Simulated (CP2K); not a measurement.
The C K edge of N-methylacetamide was computed by TDDFT (CP2K XAS_TDP, aug-cc-pVDZ, TDA) at these levels: BHandHLYP, PBEh(45%) and PBEh(45%) + GW2X. The first three lines of C1 (bonded to N and 3 H) with a strength over 0.0015, energy in eV and strength:

```tsv
run	first	second	third
1	286.26 (0.011)	287.46 (0.022)	287.58 (0.004)
2	290.94 (0.010)	291.68 (0.008)	291.91 (0.012)
3	284.41 (0.011)	285.14 (0.008)	285.38 (0.012)
```

Which run is which?

Run 1: BHandHLYP (50 % exact exchange). Run 2: PBEh(45%) + GW2X (45 % exact exchange). Run 3: PBEh(45%) (45 % exact exchange). Self-interaction lifts the core level, so the uncorrected lines rise with the share of exact exchange. The GW2X run keeps the spacings of its parent: 0.74 eV between the first two lines in run 2, 0.73 eV in run 3. Its shift is +6.53 eV, since the Kohn–Sham level at this share of exchange lies that far above the quasiparticle level.

[Banner, clock and machine lines of the logs are left out without a mark of their own.]

[Logs are printed without paths, hosts, clocks, repeated set-up lines and the standing remarks that a program may print on its own settings, such as how far it seeks lower states.]

[Hosts, paths, dates, database ids (printed as entryN), source tags and the programs' standing remarks are cut or masked in the printed files.]
